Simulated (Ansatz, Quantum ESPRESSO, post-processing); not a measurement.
# From contact to tunnelling: vacuum gaps between two Na(110) faces, part 5 of 5

Aim: how the conductance falls as the barrier grows, for vacuum gaps between two Na(110) faces.

Quantum ESPRESSO 7.5; plane-wave DFT, LDA, GBRV ultrasoft pseudopotentials; cross-check by Ansatz 0.2.0 with PAW datasets.

So far. Step 12 (Transmission with pwcond.x, 8 Å): T goes from 0.0381 to 0.00943, a factor of 4.0. Step 13 (The same in Ansatz, 8 Å): Ansatz finds T = 0.00898 against pwcond's 0.00943.

### Step 15. Transmission with pwcond.x, 9 Å

Level of this step: transmission by pwcond, lead and junction from one cell; plane-wave DFT, LDA, GBRV ultrasoft pseudopotentials (Quantum ESPRESSO).

File j4.cond.in:

```
&inputcond
  outdir = './out'
  prefixt = 'j4.scf'
  tran_file = 'j4.cond.dat'
  bdl = 1.4142135619
  bds = 9.9210317357
  ikind = 1
  ewind = 4.0
  epsproj = 1e-05
  nz1 = 7
  energy0 = 0.4
  denergy = -0.4
/
21
  0.00000000 0.00000000 0.01562500
  0.00000000 0.12500000 0.03125000
  0.00000000 0.25000000 0.03125000
  0.00000000 0.37500000 0.03125000
  0.00000000 0.50000000 0.01562500
  0.12500000 0.00000000 0.06250000
  0.12500000 0.25000000 0.06250000
  0.12500000 0.37500000 0.06250000
  0.12500000 0.50000000 0.06250000
  0.25000000 0.00000000 0.06250000
  0.25000000 0.12500000 0.03125000
  0.25000000 0.37500000 0.06250000
  0.25000000 0.50000000 0.06250000
  0.25000000 0.62500000 0.03125000
  0.37500000 0.00000000 0.06250000
  0.37500000 0.12500000 0.06250000
  0.37500000 0.50000000 0.06250000
  0.37500000 0.62500000 0.06250000
  0.50000000 0.00000000 0.03125000
  0.50000000 0.12500000 0.06250000
  0.50000000 0.25000000 0.03125000
3
```

The run is started by

```sh
$ OMP_NUM_THREADS=1 mpirun -n 4 pwcond.x -in j4.cond.in > j4.cond.out
```

Numbers of over 12 decimals in the logs are rounded to 6 here.

The log of the run:

```text
[banner, memory and clock lines left out]
Program PWCOND v.7.5 starts
[citation notice left out]

[...]
./out/j4.scf.save/

     IMPORTANT: XC functional enforced from input :
     Exchange-correlation= PZ
                           (   1   1   0   0   0   0   0)
     Any further DFT definition will be discarded
     Please, verify this is what you really want

     Reading collected, re-writing distributed wavefunctions

===== INPUT FILE containing all the regions =====

     GEOMETRY:

     lattice parameter (alat)  =       7.9368  a.u.
[...]
---  E-Ef =   -0.4000000  k =    0.5000000   0.2500000
---  ie =          3  ik =         21
 Nchannels of the left tip =            1
 Right moving states:
   k1(2pi/a)   k2(2pi/a)   E-Ef (eV)
   0.4233229   0.0000204  -0.4000000
 Left moving states:
   k1(2pi/a)   k2(2pi/a)   E-Ef (eV)
  -0.4233229   0.0000204  -0.4000000

 to transmit
 Band j to band i transmissions and reflections:
    j         i     |T_ij|^2    |R_ij|^2

    1 -->     1     0.00005     0.99995
   Total T_j, R_j =    0.00005  0.99995

E-Ef(ev), T(x2 spins) =   -0.4000000   0.0001095
   T_tot     0.40000      0.11588E-01
   T_tot     0.00000      0.39315E-02
   T_tot    -0.40000      0.15039E-02

[...]
```

It took 2.2 min on 4 MPI ranks of Arm Neoverse V1, shared host; peak memory 0.39 GiB.

This step gave:

```
transmission at the Fermi level, one spin : 0.001966
conductance                               : 0.001966 G₀
```

Per spin; mean over the k mesh across the current. Table of transmission, zone mean by energy, zero at the Fermi level:

```csv
energy (eV),"transmission, zone mean"
-0.400,7.5e-4
0.000,0.00197
0.400,0.00579
```

T goes from 0.00943 to 0.00197, a factor of 4.8.

### Step 16. Cross-check with Ansatz, 9 Å

Level of this step: plane-wave DFT, LDA, Ansatz PAW (Ansatz 0.2.0).

File input.yaml:

```yaml
crystal:
  lattice:
    - [4.2, 0.0, 0.0]
    - [2.1, 2.969848481, 0.0]
    - [0.0, 0.0, 41.6683332908]
  atoms:
    - { symbol: Na, position: [0.0, 0.0, 0.0] }
    - { symbol: Na, position: [0.5, 0.0, 0.0712735127] }
    - { symbol: Na, position: [0.0, 0.0, 0.1425470254] }
    - { symbol: Na, position: [0.5, 0.0, 0.213820538] }
    - { symbol: Na, position: [0.0, 0.0, 0.2850940507] }
    - { symbol: Na, position: [0.5, 0.0, 0.3563675634] }
    - { symbol: Na, position: [0.0, 0.0, 0.5723589239] }
    - { symbol: Na, position: [0.5, 0.0, 0.6436324366] }
    - { symbol: Na, position: [0.0, 0.0, 0.7149059493] }
    - { symbol: Na, position: [0.5, 0.0, 0.786179462] }
    - { symbol: Na, position: [0.0, 0.0, 0.8574529746] }
    - { symbol: Na, position: [0.5, 0.0, 0.9287264873] }
kpoints:
  mp_grid: { grid: [7, 8, 1] }
hamiltonian:
  xc: lda
scf:
  occupations: { method: fermi_dirac, width: 0.1 }
  convergence: { dr2_threshold: 1.0e-08 }
output:
  transmission: { leads: [[0, 2]], e_range: [-0.4, 0.4], de: 0.4, kmesh: [8, 8] }
  write_potential: true
  write_density: true
  volumetric_format: npy
```

The run is started by

```sh
$ ansatz run input.yaml --threads 4 --pin off --max-ram 8192MiB --backend cpu --events-out ev --progress --plain --runs-dir out
```

The log of the run:

```text
[...]
Crystal: 12 atoms, lattice volume = 519.744 Å³
Basis set: ecut = 420 eV, 9985 PW (Γ)
Bands: 66, of which v1, the nominal top of the filled ones, is band 54 counted from 1 (53 counted from 0)
Symmetry: 4 space group operations
k-points: 29 of 56
[...]
k-point 28: bands = [... 50 lower, 1.1262, 1.2232, 1.2956, 1.2966, 1.4161, 1.5135, 1.5833, 1.7570, ... 8 higher]
--- Transmission ---
  basis      : 103 plane waves across, 55 finite elements along
  points     : 34, standing for a mesh of 8 x 8
[...]
channels       : 8.593750e-1 a spin
[...]
slowest decay  : 0.1692 /Å at (0.1250, 0.5000)
  junction   : crystal 0 to crystal 0, -1.48 to 34.24 Å
    transmission   : 1.864835e-3 a spin
[...]
[key lines of the parts left out:]
SCF converged after 8 iterations
Free energy (F): -17598.866814 eV
Fermi energy:    0.965355 eV
```

Run time: 55 s. Hardware: 4 threads; peak memory 1.6 GiB.

Numbers from this step:

- free energy: -17598.8668 eV
- energy at zero smearing: -17598.7642 eV
- smearing term TS: 0.2052 eV
- Fermi energy: 0.9654 eV
- transmission at the Fermi level, one spin: 0.001865

Per spin; mean over the k mesh across the current. Transmission, zone mean against energy, zero at the Fermi level:

```csv
energy (eV),"transmission, zone mean"
-0.400,7.2e-4
0.000,0.00186
0.400,0.00551
```

Ansatz finds T = 0.00186 against pwcond's 0.00197.

### Step 17. The series side by side

All levels:

```csv
level,T by pwcond,T by Ansatz,lead channels,CPU time (s)
5 Å,0.3174,0.3229,0.8594,1302
6 Å,0.1243,0.1258,0.8594,1364
7 Å,0.03807,0.03752,0.8594,1347
8 Å,0.009428,0.008982,0.8594,1431
9 Å,0.001966,0.001865,0.8594,1418
```

### Step 18. Worked from the printed numbers

For the narrowest barrier, the Landauer sum over the mesh, Σ w T = 0.0625 × 0.787 + 0.0625 × 0.614 + 0.0625 × 0.594 + … = 0.3174.

G = 0.317 × 77.48 µS = 24.6 µS a cell. Times the area of 12.473 Å², the resistance-area product is A/G = 5.07 fΩ m², the leads' contact resistance included.

Free electrons at 1 an atom (2 atoms in 74.1 Å³) have k_F = 0.928 1/Å and offer A k_F²/4π = 0.85 channels per spin; the lead has 0.86 on this mesh.

κ = ln(T₁/T₂)/(2Δd) = ln(0.009428/0.001966)/(2 × 1 Å) = 0.78 1/Å.

### Step 19. Results

```
conductance a cell at 5 Å                 : 0.317 G₀
conductance a cell at 6 Å                 : 0.124 G₀
conductance a cell at 7 Å                 : 0.0381 G₀
conductance a cell at 8 Å                 : 0.00943 G₀
conductance a cell at 9 Å                 : 0.00197 G₀
fall of ln T per Å over the last interval : 1.57
```

In words: The conductance goes from 0.317 G₀ at 5 Å to 0.00197 G₀ at 9 Å (LDA, GBRV ultrasoft). Interval by interval ln T falls by 0.94, 1.18, 1.40 and 1.57 per Å. The last interval gives κ = 0.78 1/Å in T ∝ exp(−2κd), an apparent barrier of (κ/0.512)² = 2.3 eV. Ansatz follows the series within a factor of 1.05. Points with over 2.5 times the mean carry up to 67 % of T, so the means lean on few points, and the mesh was not tested. The geometries are as built, not relaxed, and the leads are short. Semilocal functionals lack the image potential in a vacuum gap.

[Logs are printed without paths, hosts, clocks, repeated set-up lines and the standing remarks that a program may print on its own settings, such as how far it seeks lower states.]

[Hosts, paths, dates, database ids (printed as entryN), source tags and the programs' standing remarks are cut or masked in the printed files.]

[Maps of the electrostatic potential energy from Ansatz leave out the sawtooth potential of an applied field or a dipole correction, so their vacuum need not be flat; planar profiles and work functions include it.]
